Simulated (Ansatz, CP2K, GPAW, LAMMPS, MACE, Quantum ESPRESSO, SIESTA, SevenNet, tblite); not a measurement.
# Running amorphous Hg33S25Se8 (66 atoms) with tblite

Aim: run amorphous Hg33S25Se8 (66 atoms) in tblite and see how near its forces come to a plane-wave reference, and at what cost.

Calculated with tblite 0.8.0; the method is named at each step.

## Step 1: Set-up

The cell holds 66 atoms: 33 Hg, 25 S and 8 Se. Its edges and angles: a = 12.034 Å, b = 12.034 Å, c = 12.034 Å, α = 90.0°, β = 90.0°, γ = 90.0°. 66 atoms (33 Hg, 25 S, 8 Se) placed at random at 7.67 g/cm³, melted at 2500 K for 10 ps at fixed volume with the Stillinger-Weber II-VI potential (Zhou et al., Phys. Rev. B 88, 085309 (2013)). Quenched from 2500 K to 500 K at 30 K/ps and fixed volume, held 5 ps, then minimised at fixed cell.

The yardstick, on the same geometry:

* method: Kohn-Sham DFT, PBE, SSSP efficiency 1.3.0 pseudopotentials, plane waves (Quantum ESPRESSO 7.5); sssp-pbe-1.3.0-efficiency, cutoffs 45/360 Ry, Γ point
* r.m.s. force component: 0.397 eV/Å
* longest force: 1.349 eV/Å
* pressure: -0.5803 GPa
* time: 7 min on 4 MPI ranks of Arm Neoverse V2, shared host
* CPU time: 28 min

## Step 2: GFN1-xTB

Method: GFN1-xTB tight binding, diagonalisation.

Input file run.py:

```python
import numpy as np
from ase.io import read
from tblite.ase import TBLite

atoms = read("structure.xyz")
atoms.calc = TBLite(method="GFN1-xTB", electronic_temperature=580, accuracy=1.0, max_iterations=250, mixer_damping=0.4, verbosity=1)
energy = atoms.get_potential_energy()
forces = atoms.get_forces()
print(f"energy {energy:.6f} eV")
print("forces (eV/A)")
for i, (a, f) in enumerate(zip(atoms, forces)):
    print(f"{i:4d} {a.symbol:2s} {f[0]:10.5f} {f[1]:10.5f} {f[2]:10.5f}")
stress = -atoms.get_stress(voigt=False) * 160.21766
print("stress (GPa, compression positive)")
for row in stress:
    print(" ".join(f"{x:10.4f}" for x in row))
print("charges (e)")
print(np.array2string(atoms.get_charges(), precision=4, suppress_small=True, max_line_width=110, threshold=100000))
```

Input file structure.xyz:

```xyz
66
Lattice="12.03400 0.00000 0.00000 0.00000 12.03400 0.00000 0.00000 0.00000 12.03400" Properties=species:S:1:pos:R:3 pbc="T T T"
Hg 3.71321 4.87353 4.20239
Hg 4.37580 5.17269 0.91073
Hg 7.04867 10.79618 2.63196
Hg 1.94722 10.26524 4.92696
Hg 6.93688 7.33496 7.22726
Hg 9.51456 1.15611 6.63783
Hg 8.77435 9.93166 5.61458
Hg 9.45656 5.20723 8.46399
Hg 1.33818 7.31727 10.55261
Hg 2.82270 10.53890 1.59932
Hg 10.79089 9.52010 8.55052
Hg 6.03637 0.08171 5.72830
Hg 7.55675 4.41491 11.24325
Hg 0.39712 4.29144 4.71083
Hg 6.38849 3.86496 6.23831
Hg 1.36887 3.30129 0.05319
Hg 10.08738 0.10181 11.65409
Hg 10.50845 6.98273 4.63177
Hg 1.33938 0.38509 10.82434
Hg 0.58509 3.45484 8.08841
Hg 3.81779 5.66525 8.73680
Hg 11.13338 9.93286 2.90802
Hg 8.68434 8.53235 0.32408
Hg 3.40334 1.31977 3.99300
Hg 10.75442 4.90012 1.55804
Hg 7.56614 6.37321 3.19262
Hg 4.17496 1.43120 8.94283
Hg 6.88116 11.63579 9.49976
Hg 10.74311 1.78212 3.47518
Hg 5.18726 8.41502 0.30723
Hg 5.15332 1.82267 0.25981
Hg 7.45879 2.82197 3.06410
Hg 1.95071 7.09621 6.13626
S 1.12000 1.75492 5.25970
S 5.02143 9.69411 10.11975
S 7.66927 11.05768 0.04007
S 5.82048 6.20894 5.02781
S 0.97114 10.32577 7.44267
S 0.50206 4.84922 10.25802
S 8.13089 0.61903 4.23850
S 2.53785 4.54536 6.71365
S 3.69973 11.84254 11.59344
S 2.88094 8.29829 8.63548
S 9.87065 5.78715 11.22736
S 8.74029 8.77459 3.10092
S 6.83038 6.42459 0.74166
S 4.88111 3.03642 2.62510
S 4.26088 8.67856 5.76248
S 10.41615 3.56832 6.62580
S 7.84063 2.15854 0.55693
S 6.53446 10.04165 7.25169
S 11.14372 11.43759 5.11662
S 1.67658 1.03841 8.25436
S 4.44981 2.14699 6.40245
S 4.53658 10.92110 3.67518
S 11.07970 8.56051 10.89606
[... 6 atom lines left out ...]
Se 0.88486 7.97349 3.67398
Se 3.81538 3.65797 10.65611
Se 6.51990 4.99279 8.71021
Se 0.06306 10.38089 0.40615
```

Run with:

```
OMP_NUM_THREADS=1 python run.py > output.txt
```

The program printed:

```text
------------------------------------------------------------
  cycle        total energy    energy error   density error
------------------------------------------------------------
      1     -147.8059617665  -1.4733534E+02   6.2560970E-01
      2     -128.6729002370   1.9133062E+01   6.6129575E-01
      3     -144.8011079235  -1.6128208E+01   4.1094806E-01
      4     -148.2565940537  -3.4554861E+00   2.9943774E-01
      5     -149.3710413999  -1.1144473E+00   1.7996735E-01
      6     -149.9927737959  -6.2173240E-01   8.7663233E-02
      7     -150.0016707543  -8.8969585E-03   8.2141635E-02
      8     -150.1664935627  -1.6482281E-01   4.6112703E-02
      9     -150.1527588186   1.3734744E-02   4.7115760E-02
     10     -150.1857392902  -3.2980472E-02   3.3207057E-02
     11     -150.2111330626  -2.5393772E-02   1.0549046E-02
     12     -150.2099877774   1.1452852E-03   1.0985431E-02
     13     -150.2130864566  -3.0986792E-03   6.0331801E-03
     14     -150.2138468948  -7.6043817E-04   3.5825618E-03
     15     -150.2142278097  -3.8091495E-04   1.3110101E-03
     16     -150.2142640536  -3.6243877E-05   5.4365981E-04
     17     -150.2142711785  -7.1249534E-06   1.1719198E-04
     18     -150.2142714384  -2.5987049E-07   5.9032188E-05
     19     -150.2142714885  -5.0069900E-08   4.2538416E-05
     20     -150.2142715157  -2.7201168E-08   2.6572494E-05
     21     -150.2142715320  -1.6351578E-08   7.0745157E-06
------------------------------------------------------------
 total:                                   1.627 sec
energy -4087.538529 eV
forces (eV/A)
   0 Hg   -0.08509    0.15466    0.34880
   1 Hg   -0.52865    0.45836   -0.05196
   2 Hg   -0.39711    0.37397   -0.46452
   3 Hg    0.21552   -0.28827    1.43783
   4 Hg   -1.16249    0.83161   -0.06438
   5 Hg    0.80882   -0.14036    0.02470
   6 Hg    0.12624    0.44607    0.30772
   7 Hg    0.67692   -0.04550    0.59246
   8 Hg   -0.02747    0.05912   -0.12174
   9 Hg   -0.08937   -0.41320   -0.37877
  10 Hg    0.77920    0.19914   -0.21877
  11 Hg   -0.84278   -0.45114    0.11049
  12 Hg    0.90534    0.02851    0.13286
  13 Hg    0.16269   -1.13225    0.24231
  14 Hg   -0.25179    0.13595    0.13143
  15 Hg   -0.43536    0.10328    0.00366
  16 Hg   -0.61399    0.72478    0.17731
  17 Hg    0.26361   -0.03894    0.10009
  18 Hg    0.00655   -0.11376   -0.56486
  19 Hg    0.35196   -0.55955    0.08511
  20 Hg   -0.21387    0.47766    0.23553
  21 Hg    0.42734    0.30821    0.00021
  22 Hg    0.53159   -0.49879   -0.95969
  23 Hg   -0.47030    0.05064    0.54782
[...]
58 Se   -0.11272   -0.56654    0.42447
  59 Se    1.11865   -0.35003    0.07027
  60 Se   -0.36027   -0.31594   -0.22690
  61 Se   -0.21324    0.45703    0.09427
  62 Se   -0.93026   -0.08125    0.50284
  63 Se    0.19097   -0.04376    0.65015
  64 Se    0.59654    0.44382   -0.49288
  65 Se    0.03878    0.50856    0.01215
stress (GPa, compression positive)
   -1.6977     0.0054     0.0296
    0.0054    -1.5699     0.0424
    0.0296     0.0424    -2.0126
charges (e)
[ 0.3065  0.2342  0.3139  0.2845  0.2878  0.2812  0.273   0.2477  0.2355  0.2187  0.2291  0.3215  0.2387
  0.2471  0.2333  0.1917  0.2476  0.2161  0.2603  0.3128  0.2418  0.2231  0.2794  0.2756  0.3103  0.3144
  0.2977  0.2342  0.2908  0.2602  0.2562  0.3098  0.2256 -0.3079 -0.2772 -0.3134 -0.3018 -0.2746 -0.3901
 -0.3446 -0.3109 -0.3117 -0.2154 -0.3007 -0.3308 -0.3225 -0.3473 -0.317  -0.3275 -0.3486 -0.294  -0.3083
 -0.2495 -0.2926 -0.2957 -0.2577 -0.3345 -0.3309 -0.1462 -0.1376 -0.1189 -0.1321 -0.1399 -0.1468 -0.1283
 -0.0448]
```

Wall time 2.1 s (1 thread of Arm Neoverse V2, shared host); peak memory 0.13 GiB.

Banners, paths, timers and routine set-up lines are dropped from the logs unmarked, and long logs keep their key lines alone; longer cuts are marked.

Numbers from this run, and their distance from the reference:

* r.m.s. force component: 0.5507 eV/Å
* r.m.s. difference of force components: 345.4 meV/Å
* longest difference of force vectors: 1221 meV/Å
* force difference over r.m.s. force: 87.02 %
* slope of forces against the reference's: 1.084
* correlation of force components: 0.7812
* pressure: -1.76 GPa
* pressure difference: -1.18 GPa

Length of the force difference by element (eV/Å):

```csv
element,atoms,mean,most
Hg,33,0.55,1.2
S,25,0.55,1.1
Se,8,0.54,0.74
```

Local excerpt of 10 atoms (numbers count through the whole input) about Hg30, which has 3 bonded neighbours where the commonest count for Hg is 4; x, y, z are measured from there.

```csv
atom,x,y,z,distance (Å),bonds,Mulliken charge (e),Fx,Fy,Fz (eV/Å)
Hg30,0.00,0.00,0.00,0.00,3,0.26,-0.49,0.42,-1.01
S35,-0.17,1.28,-2.22,2.57,2,-0.28,-0.01,-0.30,-0.09
S46,1.64,-1.99,0.43,2.62,5,-0.32,-0.61,-0.08,0.44
Se60,-2.64,-0.60,0.56,2.76,4,-0.14,1.12,-0.35,0.07
Hg2,-0.81,-3.24,0.60,3.40,5,0.23,-0.53,0.46,-0.05
Hg10,-2.36,2.12,1.29,3.43,4,0.22,-0.09,-0.41,-0.38
Hg23,3.50,0.12,0.02,3.50,4,0.28,0.53,-0.50,-0.96
S36,2.48,2.64,-0.27,3.64,4,-0.31,0.73,-1.12,0.68
S42,-1.49,3.43,-0.75,3.81,4,-0.31,-0.02,0.70,0.12
Hg3,1.86,2.38,2.32,3.81,4,0.31,-0.40,0.37,-0.46
```

Atoms are counted from 1 here, from 0 in the log.

Forces lie 87 % from the reference's, at 0.0012 times its CPU time (on 1 against 4 cores).

## Step 3: Outcome

| Quantity | Value |
| --- | --- |
| force difference from the reference | tblite GFN1-xTB, 87 % |
| its CPU time | 2.1 s |

**Reading.** Tight binding differs by 87 % (tblite GFN1-xTB); it is another model, with fitted parameters of its own, and the xTB methods hold dispersion. One electronic-structure run takes under half the reference's CPU time: tblite GFN1-xTB, at 87 % in 2.1 s against 28 min, too far off to be of use. Periodic xTB results under one method name differ between programs and library versions. The reference's pressure holds the uncorrected Pulay stress of its 45 Ry basis, so small pressure differences, and their order, may be the reference's own error. The quench rate of 30 K/ps is many orders above laboratory rates, so the cell is likely richer in defects and strain than a real sample. The network of bonds at the start is that of the classical potential that made the cell, and needn't be the one that DFT or experiment would give. The electronic-structure runs sample only Γ, in a cell whose shortest periodic width is 12 Å, which is coarse for a cell with partly filled levels. Spin–orbit coupling is left out, which matters for the levels of the heavy elements.

[Also dropped from logs without a mark: logging warnings of Python, and SIESTA's first energy breakdown and zero terms.]

[Logs are printed without paths, hosts, clocks, repeated set-up lines and the standing remarks that a program may print on its own settings, such as how far it seeks lower states.]

[Hosts, paths, dates, database ids (printed as entryN), source tags and the programs' standing remarks are cut or masked in the printed files.]
